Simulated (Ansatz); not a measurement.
In doubt: masses and optical values from hybrid runs of this build are listed as unsure (in some of the runs), which bears on the screening that GW takes from such a start.

YPO4 (I4_1/amd), computed twice by G0W0.

The database entry behind the starting cell differs from later determinations by our own check (impure mineral, about 0.2 % long), so it need not match the best structure at ambient conditions.

It takes space group I4_1/amd (No. 141, tetragonal). The conventional cell has a = 6.895 Å, b = 6.895 Å, c = 6.028 Å, α = 90.00°, β = 90.00°, γ = 90.00°. Y has 8 O at 2.31 to 2.38 Å nearest. Nearest to P lie 4 O at 1.54 Å. Nearest to O lie 1 P at 1.54 Å and 2 Y at 2.31 to 2.38 Å. Farther neighbours and most contacts between anions are not listed.

```yaml
crystal:
  lattice:
    - [-3.44735, 3.44735, 3.01380]
    - [3.44735, -3.44735, 3.01380]
    - [3.44735, 3.44735, -3.01380]
  atoms:
    - { symbol: Y, position: [0.75000, 0.25000, 0.50000] }
    - { symbol: Y, position: [0.00000, 0.00000, 0.00000] }
    - { symbol: P, position: [0.50000, 0.50000, 0.00000] }
    - { symbol: P, position: [0.25000, 0.75000, 0.50000] }
    - { symbol: O, position: [0.16610, 0.34080, 0.82530] }
    - { symbol: O, position: [0.09080, 0.76550, 0.67470] }
    - { symbol: O, position: [0.51550, 0.34080, 0.17470] }
    - { symbol: O, position: [0.09080, 0.41610, 0.32530] }
    - { symbol: O, position: [0.58390, 0.90920, 0.67470] }
    - { symbol: O, position: [0.65920, 0.83390, 0.17470] }
    - { symbol: O, position: [0.23450, 0.90920, 0.32530] }
    - { symbol: O, position: [0.65920, 0.48450, 0.82530] }
```

The cell and positions come from the Crystallography Open Database and are kept as given unless a step says otherwise. PAW set soft_2, made with PBE.

The first (Ansatz 0.2.0; start HSE06, 4×4×4 mesh, 305 empty bands, screening to 96 eV; 1 × NVIDIA GB200 (shared by 2 runs) with 24 threads of Arm Neoverse V2, shared host) gave, on its mesh: starting gap 7.87 eV, G0W0 gap 9.23 eV, RPA ε∞ (mean) 2.71, 19 s.

The second gave: starting gap 6.63 eV, G0W0 gap 8.78 eV, RPA ε∞ (mean) 2.93, 8.6 s.

What was changed in the input? Choose among start, files, mesh, bands and cutoff, frequency model or another key.

Changed: start from HSE06 to r2SCAN and frequency model from contour deformation to plasmon pole. A jump of this size in the start, with ε∞ moving the other way, marks another functional. Other changes could give like numbers; this is the one that was made.

Limits: not at the basis limit; no spin-orbit coupling.

[Paths, hosts, dates, memory and timing lines, banners, echoed tables and standing remarks are left out of the program output.]

[Logs are printed without paths, hosts, clocks, repeated set-up lines and the standing remarks that a program may print on its own settings, such as how far it seeks lower states.]

[Runs of the session that timed out or met a known fault of the program may be left out.]

[Cells called generated may have been cut or substituted from an entry of the Crystallography Open Database or the Materials Project.]

[Hosts, paths, dates, database ids (printed as entryN), source tags and the programs' standing remarks are cut or masked in the printed files.]
